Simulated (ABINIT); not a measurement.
## SiC (P6_3mc): refractive index against wavelength

The refractive index of SiC (P6_3mc) along x below the direct gap (4.08 eV on the mesh) is read from one computed spectrum, n = √(Re ε). x, y and z are the Cartesian axes of the input cell.

Cell: a, b, c = 3.076, 3.076, 5.048 Å (primitive vectors), 4 atoms.

Method: ABINIT 10.8.3, PBE, independent particles, k-mesh 12×12×6, Lorentzian half width 0.05 eV.

Launch of the response step: `optic optic.abi`. The run took 32 s, its band step included, on 4 threads of Intel(R) Xeon(R) 6975P-C (Granite Rapids), on a shared host.

```
wavelength (nm)  photon energy E (eV)       n
           1310                 0.946  2.6733
           1064                 1.165  2.6835
            850                 1.459  2.7008
            700                 1.771  2.7243
            633                 1.959  2.7412
            532                 2.331       ?
            450                 2.755  2.8406
```

In the single-oscillator model n² − 1 = E₀E_d/(E₀² − E²), so 1/(n² − 1) = E₀/E_d − E²/(E₀E_d) is linear in E².

Working, on the rows shown:

| x = E² (eV²) | y = 1/(n² − 1) |
| --- | --- |
| 0.895757 | 0.162693 |
| 1.35784 | 0.16126 |
| 2.12762 | 0.158873 |
| 3.13716 | 0.155719 |
| 3.83641 | 0.153511 |
| 7.59115 | 0.141463 |

Means: x̄ = 3.1577, ȳ = 0.15559. Σ(x − x̄)(y − ȳ) = -0.0937, Σ(x − x̄)² = 29.53. Slope = -0.0937 / 29.53 = -0.003173; intercept = ȳ − slope · x̄ = 0.1656. Turned back into n, the line misses the rows shown by at most 0.00061.

Question: Fill in the last column of the withheld row.

Answer: At x = 5.4314 the line gives y = 0.14837, that is 2.7820. The run gave 2.7815, so the interpolation is off by 0.00055, 0.3 % of the range in the table.

Refitted with all rows, the slope is -0.003169 and the intercept 0.1656. These give E₀ = √(intercept/−slope) = 7.23 eV and E_d = E₀/intercept = 43.7 eV; E₀ is 1.8 times the direct gap. The electronic limit at long wavelengths, without lattice vibrations, is n = √(1 + 1/intercept) = 2.653. Excitons are left out and so are local fields; PBE gaps are as a rule too small. The values come from a sum over the points of one k-mesh and carry its error, which grows as the direct gap shrinks.

[Logs are printed without paths, hosts, clocks, repeated set-up lines and the standing remarks that a program may print on its own settings, such as how far it seeks lower states.]
